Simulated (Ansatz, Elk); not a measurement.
**K2RbRh: X-ray structure factors from the self-consistent density**

Structure refinements treat a crystal as free atoms side by side. For a made-up structure of K2RbRh (cell and positions from a PBE relaxation) the runs below show what the calculated density changes in F(hkl).

Program: Elk 11.2.3 (patched build). Level of theory: DFT, PBE, all-electron APW+lo, Dirac cores, scalar-relativistic bands, static density, no spin. Results are calculated unless marked as measured.

This account leaves out most program logs.

The structure was built from a prototype and need not be the compound's stable phase.

## 1. Starting point

The structure is tetragonal, space group P4/mbm (No. 127). Conventional cell: a = 7.856 Å, b = 7.856 Å, c = 5.464 Å, α = 90.00°, β = 90.00°, γ = 90.00°. Nearest to Rh lie 4 K at 3.30 Å and 4 Rb at 3.93 Å. Rb has 4 Rh at 3.93 Å and 8 K at 4.00 Å nearest. K has 2 Rh at 3.30 Å and 1 K at 3.70 Å and 4 Rb at 4.00 Å nearest. Farther neighbours are not listed.

## 2. Ground state and structure factors

An all-electron density is needed, since X-rays see the cores too. Task 0 finds the density and task 195 Fourier-transforms it; tshift is off so that phases refer to the origin typed.

elk.in reads:

```
tasks
  0
  195

xctype
  20

spinpol
  .false.

rgkmax
  7.0

gmaxvr
  14.0

lmaxo
  7

lmaxapw
  8

swidth
  0.002

tshift
  .false.

ramdisk
  .false.

hmaxvr
  5.5

maxscl
  120

epspot
  1e-06

sppath
  './'

avec
  14.84603441299 0.00000000000 0.00000000000
  0.00000000000 14.84603441299 0.00000000000
  0.00000000000 0.00000000000 10.32510193329

atoms
  3
  'Rh.in'
  2
  0.0000000000 0.5000000000 0.0000000000   0.000000 0.000000 0.000000
  0.5000000000 0.0000000000 0.0000000000   0.000000 0.000000 0.000000
  'Rb.in'
  2
  0.0000000000 0.0000000000 0.0000000000   0.000000 0.000000 0.000000
  0.5000000000 0.5000000000 0.0000000000   0.000000 0.000000 0.000000
  'K.in'
  4
  0.3333183458 0.1666816542 0.5000000000   0.000000 0.000000 0.000000
  0.6666816542 0.8333183458 0.5000000000   0.000000 0.000000 0.000000
  0.8333183458 0.3333183458 0.5000000000   0.000000 0.000000 0.000000
  0.1666816542 0.6666816542 0.5000000000   0.000000 0.000000 0.000000

ngridk
  3 3 4
```

Command:

```bash
$ OMP_NUM_THREADS=4 elk
```

Wall time 94 s (4 threads of Arm Neoverse V2, shared host); peak memory 0.47 GiB; 3.1 min of CPU time.

SFACRHO.OUT:

```text

h k l indices transformed by vhmat matrix:
   1.000000000       0.000000000       0.000000000    
   0.000000000       1.000000000       0.000000000    
   0.000000000       0.000000000       1.000000000    

      h      k      l  multipl.   |H|            Re(F)            Im(F)           |F|

      0      0      0      1   0.0000000       240.00000      0.98041413E-16   240.00000    
      1      0      0      4  0.42322314      0.19738563E-14  0.39477126E-14  0.44136769E-14
      1      1      0      4  0.59852791      -34.011799     -0.78954252E-14   34.011799    
      0      0      1      2  0.60853494       86.032897      0.68625450E-14   86.032897    
      1      0      1      8  0.74123721     -0.29607845E-14  0.39477126E-14  0.49346408E-14
     -2      0      0      4  0.84644628       114.47166      0.21712419E-13   114.47166    
     -1     -1      1      8  0.85355166      0.43845483     -0.11843138E-13  0.43845483    
      2     -1      0      4  0.94635571      -46.444983     -0.23686276E-13   46.444983    
     -2     -1      0      4  0.94635571       46.444983     -0.65191231E-14   46.444983    
     -2      0     -1      8   1.0424903       170.06059      0.19738563E-13   170.06059    
      1     -2     -1      8   1.1251240      -43.916078     -0.19738563E-14   43.916078    
      2     -1     -1      8   1.1251240       43.916078      0.15790850E-13   43.916078    
     -2     -2      0      4   1.1970558       149.33278      0.19738563E-13   149.33278    
      0      0      2      2   1.2170699       190.99479     -0.13751483E-13   190.99479    
      3      0      0      4   1.2696694       0.0000000      0.42761746E-13  0.42761746E-13
      0     -1      2      8   1.2885561      0.69084971E-14 -0.98692815E-14  0.12046993E-13
      3      1      0      4   1.3383491       14.239711      0.98692815E-14   14.239711    
      3     -1      0      4   1.3383491       14.239711      0.78954252E-14   14.239711
```

Elk indexes on the primitive cell of elk.in and gives |H| = 4π sin θ/λ in inverse bohr. Below, one row stands for each form hkl of the conventional cell (m members, Friedel mates merged), F is for one primitive cell and the density is static (no thermal factor). Free-atom factors are Waasmaier and Kirfel's, and R is Σm||F|−|F'||/Σm|F|.

```
hkl   m  sin θ/λ (Å⁻¹)  abs F, DFT  neutral atoms   diff.
100   4          0.064       0.000          0.000  +0.000
110   4          0.090      34.012         33.059  +0.953
001   2          0.091      86.033         85.146  +0.887
101   8          0.112       0.000          0.000  +0.000
200   4          0.127     114.472        114.223  +0.249
111   8          0.128       0.439          0.676  -0.238
210   8          0.142      46.445         46.424  +0.021
201   8          0.157     170.061        170.072  -0.011
211  16          0.169      43.916         43.986  -0.070
220   4          0.180     149.333        149.434  -0.101
002   2          0.183     190.995        191.424  -0.429
300   4          0.191       0.000          0.000  +0.000
102   8          0.194       0.000          0.000  +0.000
310   8          0.201      14.240         13.965  +0.274
221   8          0.202     116.516        116.823  -0.307
112   8          0.204      26.495         26.943  -0.448
301   8          0.212       0.000          0.000  +0.000
311  16          0.221      38.843         39.118  -0.275
```

## 3. The highest occupied states alone

An energy window below the Fermi level keeps the highest occupied states, to see at which angles they scatter; shallow core shells can lie inside it and anion s states outside. No new self-consistency is needed.

elk.in, as its differences from that of step 2:

```diff
@@ -1,3 +1,2 @@
 tasks
-  0
   195
@@ -40,2 +39,5 @@
 
+wsfac
+  -0.284130 0.383360
+
 sppath
```

Command:

```bash
$ OMP_NUM_THREADS=4 elk
```

Elapsed: 49 s, on 4 threads; peak memory 0.3 GiB.

States within 10 eV below the Fermi level hold 24.00 electrons; any levels below the window count with the cores. Their amplitudes can exceed the total, where window and core parts have opposite phase:

```
hkl  sin θ/λ (Å⁻¹)  abs F, window  abs F, all
100          0.064          0.000       0.000
110          0.090         15.202      34.012
001          0.091         14.741      86.033
101          0.112          0.000       0.000
200          0.127         11.938     114.472
111          0.128         11.830       0.439
210          0.142          0.016      46.445
201          0.157          9.634     170.061
211          0.169          0.074      43.916
220          0.180          8.128     149.333
```

## 4. Another functional

The difference from free atoms is small, so it is set against the change that PBEsol makes.

elk.in, as its differences from that of step 3:

```diff
@@ -1,2 +1,3 @@
 tasks
+  0
   195
@@ -4,3 +5,3 @@
 xctype
-  20
+  22
 
@@ -39,5 +40,2 @@
 
-wsfac
-  -0.284130 0.383360
-
 sppath
```

Command:

```bash
$ OMP_NUM_THREADS=4 elk
```

Run time: 96 s. Hardware: 4 threads; peak memory 0.48 GiB; 3.2 min of CPU time.

Against the first run R = 0.02 %; the largest change is -0.065 at 002.

## 5. Basis size

The basis and the expansions that go with it are enlarged, to see whether the differences are converged.

elk.in, as its differences from that of step 4:

```diff
@@ -5,3 +5,3 @@
 xctype
-  22
+  20
 
@@ -11,12 +11,12 @@
 rgkmax
-  7.0
+  8.5
 
 gmaxvr
-  14.0
+  18.0
 
 lmaxo
-  7
+  9
 
 lmaxapw
-  8
+  10
```

Command:

```bash
$ OMP_NUM_THREADS=4 elk
```

It took 5 min on 4 threads; peak memory 1.1 GiB.

Against the first run R = 0.01 %; the largest change is -0.026 at 602.

## 6. Settings against the effect

```
                              run  R against the first run (%)  R against neutral atoms, low angle (%)  wall time
                    PBE, rgkmax 7                         0.00                                    0.31       94 s
                           PBEsol                         0.02                                    0.31       96 s
rgkmax 8.5 with larger expansions                         0.01                                    0.30      5 min
```

## 7. Summary of results

```json
{
  "R against neutral atoms, sin θ/λ < 0.3 Å⁻¹": "0.31 %",
  "R against neutral atoms, 0.3 to 0.52 Å⁻¹": "0.16 %"
}
```

**Reading.** Independent neutral atoms miss the calculated amplitudes by R = 0.31 % below 0.3 Å⁻¹ and 0.16 % from there to 0.52 Å⁻¹; by shells, 0.76 % below 0.15 Å⁻¹ (5 forms), 0.27 % 0.15 to 0.3 (24 forms), 0.11 % 0.3 to 0.45 (49 forms), 0.23 % above 0.45 (45 forms). Bonding, aspherical density and the tables' own atoms all enter these figures, and the runs don't part them. The largest change of an amplitude is +0.95 electrons, at 110. Weak lines can change much in proportion: 321 goes from 0.01 to 0.14. The window's part falls from 24.0 electrons at the origin to at most 0.21 between 0.45 and 0.52 Å⁻¹. Below 0.3 Å⁻¹ the changes that finished (PBEsol and rgkmax 8.5 with larger expansions) move F by R = 0.03 % at most, against the 0.31 % that separates it from free atoms. The k-mesh has no finished test. These runs have no spin, though d or f shells may be open. Part of the difference isn't bonding: the tables are fits to free atoms and ions calculated by other methods than this functional. Thermal motion, anomalous dispersion and extinction are left out.

[Logs are printed without paths, hosts, clocks, repeated set-up lines and the standing remarks that a program may print on its own settings, such as how far it seeks lower states.]

[Hosts, paths, dates, database ids (printed as entryN), source tags and the programs' standing remarks are cut or masked in the printed files.]
